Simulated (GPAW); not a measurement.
# Local fields in the sheet polarisability of SnO, part 2 of 2

What do local fields do to the response of SnO?

GPAW 26.7.0; LDA and many-body steps on it, plane waves.

So far. Step 3 (RPA response): The static value is 1.74. Step 4 (RPA response, local-field cutoff (14×14×1 mesh, 100 …): The static value is 2.14.

## 6. RPA response, scissors (14×14×1 mesh, 100 bands, screening to 50 eV, broadening 0.2 eV)

Level of this step: linear response, RPA, on LDA, plane waves, PAW (GPAW).

run.py reads:

```python
import json
import numpy as np
from gpaw.mpi import world
from gpaw.response.df import DielectricFunction

df = DielectricFunction('full.gpw',
    ecut=50,
    nbands=100,
    eta=0.2,
    frequencies={'type': 'nonlinear', 'domega0': 0.05, 'omega2': 10.0},
    intraband=False,
    truncation='2D',
    eshift=1.0,
    txt='df.txt')
res = {'optical': {}, 'eels': []}
for d in 'x':
    y0, y = df.get_polarizability(direction=d, xc='RPA', filename=None)
    res['optical'][d] = [y0.real, y0.imag, y.real, y.imag]
res['w'] = df.get_frequencies()
for q_c in []:
    res['eels'].append(df.get_eels_spectrum(q_c=q_c, xc='RPA', filename=None))

if world.rank == 0:
    with open('result.json', 'w') as f:
        json.dump(res, f, default=lambda x: x.tolist())
```

On the command line:

```console
mpirun -n 4 gpaw python run.py
```

Numbers of over 12 decimals in the logs are rounded to 6 here.

The program printed:

```text
Using integrator: PointIntegrator
NonLinearFrequencyDescriptor(from 0.000 to 54.174 eV, 335 points)
Nonperiodic BCs:  [False False  True]
Using integrator: PointIntegrator
NonLinearFrequencyDescriptor(from 0.000 to 54.174 eV, 335 points)
Nonperiodic BCs:  [False False  True]

Calculating chi0 body with:
    Ground state adapter containing:
    Number of spins: 1
    Number of kpoints: 196
    Number of irreducible kpoints: 36
    Number of completely occupied states: 20
    Number of partially occupied states: 20
    Occupied states memory: 14.0625 M / cpu

[...]
Ground state adapter containing:
    Number of spins: 1
    Number of kpoints: 196
    Number of irreducible kpoints: 36
    Number of completely occupied states: 20
    Number of partially occupied states: 20
    Occupied states memory: 14.0625 M / cpu

    Linear response parametrization:
    Number of frequency points: 335
    Planewave cutoff: 50.0
    Number of bands: 100
    Number of planewaves: 139
    Broadening (eta): 0.2
Integrating chi0 head and wings.

Symmetries of q_c:
    Direct symmetries (Uq -> q): 8
    Indirect symmetries (TUq -> q): 8
In total 16 allowed symmetries.

  [... matrices ...]
36 groups of equivalent kpoints. 81.632653% reduction.

Integral kind: spectral function wings
```

The job ended after 31 s (4 MPI ranks of Arm Neoverse V1, shared host; peak memory 2.3 GiB; 2.1 min of CPU time).

Numbers from this step:

* static polarisability of the sheet (Å): 1.506
* the same without local fields: 1.811

The static value is 1.51.

## 7. RPA response, q off the mesh (14×14×1 mesh, 100 bands, screening to 30 eV, broadening 0.2 eV)

run.py: that of step 6 with these lines changed.

```diff
@@ -6,3 +6,3 @@
 df = DielectricFunction('full.gpw',
-    ecut=50,
+    ecut=30,
     nbands=100,
@@ -12,3 +12,2 @@
     truncation='2D',
-    eshift=1.0,
     txt='df.txt')
@@ -19,3 +18,3 @@
 res['w'] = df.get_frequencies()
-for q_c in []:
+for q_c in [[0.137, 0, 0]]:
     res['eels'].append(df.get_eels_spectrum(q_c=q_c, xc='RPA', filename=None))
```

On the command line:

```console
mpirun -n 4 gpaw python run.py
```

The program printed:

```text
Using integrator: PointIntegrator
NonLinearFrequencyDescriptor(from 0.000 to 54.174 eV, 335 points)
Nonperiodic BCs:  [False False  True]
Using integrator: PointIntegrator
NonLinearFrequencyDescriptor(from 0.000 to 54.174 eV, 335 points)
Nonperiodic BCs:  [False False  True]

Calculating chi0 body with:
    Ground state adapter containing:
    Number of spins: 1
    Number of kpoints: 196
    Number of irreducible kpoints: 36
    Number of completely occupied states: 20
    Number of partially occupied states: 20
    Occupied states memory: 14.0625 M / cpu

[...]
Number of frequency points: 335
    Planewave cutoff: 30.0
    Number of bands: 100
    Number of planewaves: 73
    Broadening (eta): 0.2
    comm.size: 4
    kncomm.size: 4
    blockcomm.size: 1

    Memory estimate of potentially large arrays:
        chi0_wGG: 27.240219 M / cpu
Integrating chi0 body.

Symmetries of q_c:
    Direct symmetries (Uq -> q): 2
    Indirect symmetries (TUq -> q): 2
In total 4 allowed symmetries.

  [... matrices ...]
112 groups of equivalent kpoints. 42.857143% reduction.

Integral kind: spectral function

--- the script ended with ---
ValueError: Requested k-point is not on the grid. Please check that your q-points of interest are commensurate with the k-point grid.
```

Run time: 40 s. Hardware: 4 MPI ranks; peak memory 1.8 GiB.

The run stopped with an error after 40 s.

The program's words: ValueError: Requested k-point is not on the grid. Please check that your q-points of interest are commensurate with the k-point grid.

The fault put into this input: q off the mesh.

## 8. The runs together

Times are wall times on 4 MPI ranks of Arm Neoverse V1, shared host, good to a factor of about two.

The polarisability of a sheet is α = (ε − 1) L / 4π, with L the height of the cell, and does not depend on L.

```
                                                                                             run  static polarisability (Å)  without local fields     time
                                                                                    RPA response                       1.74                  2.14  3.3 min
RPA response, local-field cutoff (14×14×1 mesh, 100 bands, screening to 5 eV, broadening 0.2 eV)                       2.14                  2.14     48 s
       RPA response, fewer bands (14×14×1 mesh, 22 bands, screening to 50 eV, broadening 0.2 eV)                       1.15                  1.34    7.4 s
         RPA response, scissors (14×14×1 mesh, 100 bands, screening to 50 eV, broadening 0.2 eV)                       1.51                  1.81     31 s
```

## 9. Summary of results

```yaml
rpa_response: static polarisability (Å) 1.74
rpa_response_local_field_cutoff_14x14x1_mesh_100_bands_screening_to_5_ev_broadening_0p2_ev: static polarisability (Å) 2.14
rpa_response_fewer_bands_14x14x1_mesh_22_bands_screening_to_50_ev_broadening_0p2_ev: static polarisability (Å) 1.15
rpa_response_scissors_14x14x1_mesh_100_bands_screening_to_50_ev_broadening_0p2_ev: static polarisability (Å) 1.51
```

What this shows: In the optical limit the electronic static polarisability (Å) is 1.74, against 2.14 without local fields. RPA response, local-field cutoff (14×14×1 mesh, 100 bands, screening to 5 eV, broadening 0.2 eV): static polarisability (Å) = 2.14. RPA response, fewer bands (14×14×1 mesh, 22 bands, screening to 50 eV, broadening 0.2 eV): static polarisability (Å) = 1.15. RPA response, scissors (14×14×1 mesh, 100 bands, screening to 50 eV, broadening 0.2 eV): static polarisability (Å) = 1.51. ε(0) converges slowly with a Γ-centred mesh, and this one is not shown settled. Unless a shift is named, the levels are those of the density functional, and only a kernel with a long-range part can bind an exciton.

[Paths, hosts, dates, memory and timing lines, banners, echoed tables and standing remarks are left out of the program output.]

[Logs are printed without paths, hosts, clocks, repeated set-up lines and the standing remarks that a program may print on its own settings, such as how far it seeks lower states.]

[Runs of the session that timed out or met a known fault of the program may be left out.]

[Hosts, paths, dates, database ids (printed as entryN), source tags and the programs' standing remarks are cut or masked in the printed files.]
